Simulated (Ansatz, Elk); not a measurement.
# Bonding as seen by X-rays: LiCd2

Structure refinements treat a crystal as free atoms side by side. For a made-up structure of LiCd2 (cell and positions from a PBE relaxation) the runs below show what the calculated density changes in F(hkl).

Method: DFT, PBE, all-electron APW+lo, Dirac cores, scalar-relativistic bands, static density, no spin, in Elk 11.2.3 (patched build).

This account leaves out most program logs.

The structure was built from a prototype and need not be the compound's stable phase.

### 1. The structure

Symmetry: Fd-3m, No. 227, cubic system. Conventional cell: a = 8.194 Å, b = 8.194 Å, c = 8.194 Å, α = 90.00°, β = 90.00°, γ = 90.00°. Nearest to Cd lie 6 Cd at 2.90 Å and 6 Li at 3.40 Å. Li has 12 Cd at 3.40 Å nearest. Farther neighbours are not listed.

### 2. Ground state and structure factors

An all-electron density is needed, since X-rays see the cores too. Task 0 finds the density and task 195 Fourier-transforms it; tshift is off so that phases refer to the origin typed.

File elk.in:

```
tasks
  0
  195

xctype
  20

spinpol
  .false.

rgkmax
  7.0

gmaxvr
  14.0

lmaxo
  7

lmaxapw
  8

swidth
  0.002

tshift
  .false.

ramdisk
  .false.

hmaxvr
  5.5

maxscl
  120

epspot
  1e-06

sppath
  './'

avec
  0.00000000000 7.74182487291 7.74182487291
  7.74182487291 -0.00000000000 7.74182487291
  7.74182487291 7.74182487291 -0.00000000000

atoms
  2
  'Cd.in'
  4
  0.6250000000 0.1250000000 0.6250000000   0.000000 0.000000 0.000000
  0.6250000000 0.6250000000 0.1250000000   0.000000 0.000000 0.000000
  0.1250000000 0.6250000000 0.6250000000   0.000000 0.000000 0.000000
  0.6250000000 0.6250000000 0.6250000000   0.000000 0.000000 0.000000
  'Li.in'
  2
  0.2500000000 0.2500000000 0.2500000000   0.000000 0.000000 0.000000
  -0.0000000000 -0.0000000000 0.0000000000   0.000000 0.000000 0.000000

ngridk
  5 5 5
```

Run with:

```console
$ OMP_NUM_THREADS=4 elk
```

It took 30 s on 4 threads of Arm Neoverse V2, shared host; peak memory 0.24 GiB; 69 s of CPU time.

SFACRHO.OUT:

```text

h k l indices transformed by vhmat matrix:
   1.000000000       0.000000000       0.000000000    
   0.000000000       1.000000000       0.000000000    
   0.000000000       0.000000000       1.000000000    

      h      k      l  multipl.   |H|            Re(F)            Im(F)           |F|

      0      0      0      1   0.0000000       198.00000      0.20617192E-15   198.00000    
      0      1      0      4  0.70285730      -60.671758      -60.671758       85.802822    
      0     -1      0      4  0.70285730      -60.671758       60.671758       85.802822    
      1      0      1      6  0.81158970     -0.80493402E-15  0.24469438E-15  0.84130501E-15
     -2     -1     -1     12   1.1477612       3.6336791     -0.17328644E-13   3.6336791    
      1      0      2     12   1.3458693       56.348484      -56.348484       79.688790    
     -2     -1      0     12   1.3458693       56.348484       56.348484       79.688790    
      0     -2      0      4   1.4057146     -0.19519650E-13  -152.38393       152.38393    
      0      0      2      4   1.4057146     -0.27770224E-13   152.38393       152.38393    
      0     -2     -2      6   1.6231794      -141.64592      0.52164638E-13   141.64592    
      2     -1      0     12   1.7688187      -47.933393      -47.933393       67.788055    
      0      1     -2     12   1.7688187      -47.933393       47.933393       67.788055    
     -2     -1      1     24   1.8147697      0.10061675E-14 -0.15502418E-15  0.10180401E-14
      1      1     -2     12   1.9879806       2.9944770      0.15209809E-13   2.9944770    
      3      0      1     12   1.9879806       2.9944770     -0.53951066E-14   2.9944770    
      3      0      0      4   2.1085719       47.202683      -47.202683       66.754674    
     -3     -2      0     12   2.1085719       47.186227      -47.186227       66.731402    
     -3     -3     -1     12   2.1085719       47.186227       47.186227       66.731402
```

Elk indexes on the primitive cell of elk.in and gives |H| = 4π sin θ/λ in inverse bohr. Below, one row stands for each form hkl of the conventional cell (m members, Friedel mates merged), F is for one primitive cell and the density is static (no thermal factor). Free-atom factors are Waasmaier and Kirfel's, and R is Σm||F|−|F'||/Σm|F|.

```csv
hkl,m,sin θ/λ (Å⁻¹),"abs F, DFT",neutral atoms,diff.,abs of complex diff.
111,8,0.106,85.803,85.905,-0.102,0.102
200,6,0.122,0.000,0.000,+0.000,0.000
220,12,0.173,3.634,3.639,-0.005,0.005
311,24,0.202,79.689,80.031,-0.342,0.342
222,8,0.211,152.384,153.014,-0.630,0.630
400,6,0.244,141.646,142.091,-0.445,0.445
331,24,0.266,67.788,67.952,-0.164,0.164
420,24,0.273,0.000,0.000,+0.000,0.000
422,24,0.299,2.994,3.029,-0.035,0.035
333,8,0.317,66.755,66.802,-0.048,0.048
511,24,0.317,66.731,66.802,-0.071,0.071
440,12,0.345,126.628,126.651,-0.023,0.023
531,48,0.361,58.534,58.487,+0.046,0.046
442,24,0.366,0.032,0.000,+0.032,0.032
600,6,0.366,0.000,0.000,+0.000,0.000
620,24,0.386,2.607,2.609,-0.002,0.002
533,24,0.400,58.789,58.728,+0.061,0.061
622,24,0.405,113.215,113.084,+0.131,0.131
```

### 3. The highest occupied states alone

An energy window below the Fermi level keeps the highest occupied states, to see at which angles they scatter; shallow core shells can lie inside it and anion s states outside. No new self-consistency is needed.

elk.in: that of step 2 with these lines changed.

```diff
@@ -1,3 +1,2 @@
 tasks
-  0
   195
@@ -40,2 +39,5 @@
 
+wsfac
+  -0.407800 0.443440
+
 sppath
```

Run with:

```console
$ OMP_NUM_THREADS=4 elk
```

It took 12 s on 4 threads; peak memory 0.18 GiB; 13 s of CPU time.

States within 15 eV below the Fermi level hold 50.00 electrons; any levels below the window count with the cores. Their amplitudes can exceed the total, where window and core parts have opposite phase:

```csv
hkl,sin θ/λ (Å⁻¹),"abs F, window","abs F, all"
111,0.106,18.241,85.803
200,0.122,0.000,0.000
220,0.173,0.010,3.634
311,0.202,11.033,79.689
222,0.211,20.952,152.384
400,0.244,17.092,141.646
331,0.266,7.374,67.788
420,0.273,0.000,0.000
422,0.299,0.029,2.994
333,0.317,5.045,66.755
```

### 4. Another try

In this try the input is made faulty on purpose, to show what that does.

The input is changed as shown.

elk.in: that of step 3 with these lines changed.

```diff
@@ -1,2 +1,3 @@
 tasks
+  0
   195
@@ -10,3 +11,3 @@
 rgkmax
-  7.0
+  3.5
 
@@ -34,3 +35,3 @@
 maxscl
-  120
+  60
 
@@ -38,5 +39,2 @@
   1e-06
-
-wsfac
-  -0.407800 0.443440
```

Run with:

```console
$ OMP_NUM_THREADS=4 elk
```

Elapsed: 22 s, on 4 threads; peak memory 0.21 GiB; 42 s of CPU time.

The run finished. A setting was moved off its sound value on purpose, so it serves as a test and not as the result.

The fault put into the input: a cutoff far too low.

Its structure factors differ from the first run's by R = 0.1 %.

### 5. Another functional

The difference from free atoms is small, so it is set against the change that PBEsol makes.

elk.in: that of step 4 with these lines changed.

```diff
@@ -5,3 +5,3 @@
 xctype
-  20
+  22
 
@@ -11,3 +11,3 @@
 rgkmax
-  3.5
+  7.0
 
@@ -35,3 +35,3 @@
 maxscl
-  60
+  120
```

Run with:

```console
$ OMP_NUM_THREADS=4 elk
```

Elapsed: 31 s, on 4 threads; peak memory 0.23 GiB.

Against the first run R = 0.02 %; the largest change is -0.038 at 222.

### 6. Basis size

A smaller basis shows how fast F responds to it; the change is likely larger than the basis error of the first run, but doesn't show convergence.

elk.in: that of step 5 with these lines changed.

```diff
@@ -5,3 +5,3 @@
 xctype
-  22
+  20
 
@@ -11,3 +11,3 @@
 rgkmax
-  7.0
+  5.5
```

Run with:

```console
$ OMP_NUM_THREADS=4 elk
```

Run time: 25 s. Hardware: 4 threads; peak memory 0.22 GiB; 50 s of CPU time.

Against the first run R = 0.01 %; the largest change is +0.067 at 440.

### 7. Settings against the effect

```csv
run,R against the first run (%),"R against neutral atoms, low angle (%)",wall time
"PBE, rgkmax 7",0.00,0.34,30 s
PBEsol,0.02,0.36,31 s
rgkmax 5.5,0.01,0.34,25 s
```

### 8. Summary of results

```
R against neutral atoms, sin θ/λ < 0.3 Å⁻¹ : 0.34 %
R against neutral atoms, 0.3 to 0.82 Å⁻¹   : 0.17 %
```

In words: Independent neutral atoms miss the calculated amplitudes by R = 0.34 % below 0.3 Å⁻¹ and 0.17 % from there to 0.82 Å⁻¹; by shells, 0.12 % below 0.15 Å⁻¹ (1 form), 0.36 % 0.15 to 0.3 (6 forms), 0.12 % 0.3 to 0.45 (11 forms), 0.18 % above 0.45 (59 forms). Bonding, aspherical density and the tables' own atoms all enter these figures, and the runs don't part them. The largest change of an amplitude is -0.63 electrons, at 222. The window's part falls from 50.0 electrons at the origin to at most 1.28 between 0.45 and 0.82 Å⁻¹, where compact states inside the window still scatter. Below 0.3 Å⁻¹ the changes that finished (PBEsol and rgkmax 5.5) move F by R = 0.03 % at most, against the 0.34 % that separates it from free atoms. The k-mesh has no finished test. Part of the difference isn't bonding: the tables are fits to free atoms and ions calculated by other methods than this functional. Thermal motion, anomalous dispersion and extinction are left out.

[Logs are printed without paths, hosts, clocks, repeated set-up lines and the standing remarks that a program may print on its own settings, such as how far it seeks lower states.]

[Hosts, paths, dates, database ids (printed as entryN), source tags and the programs' standing remarks are cut or masked in the printed files.]
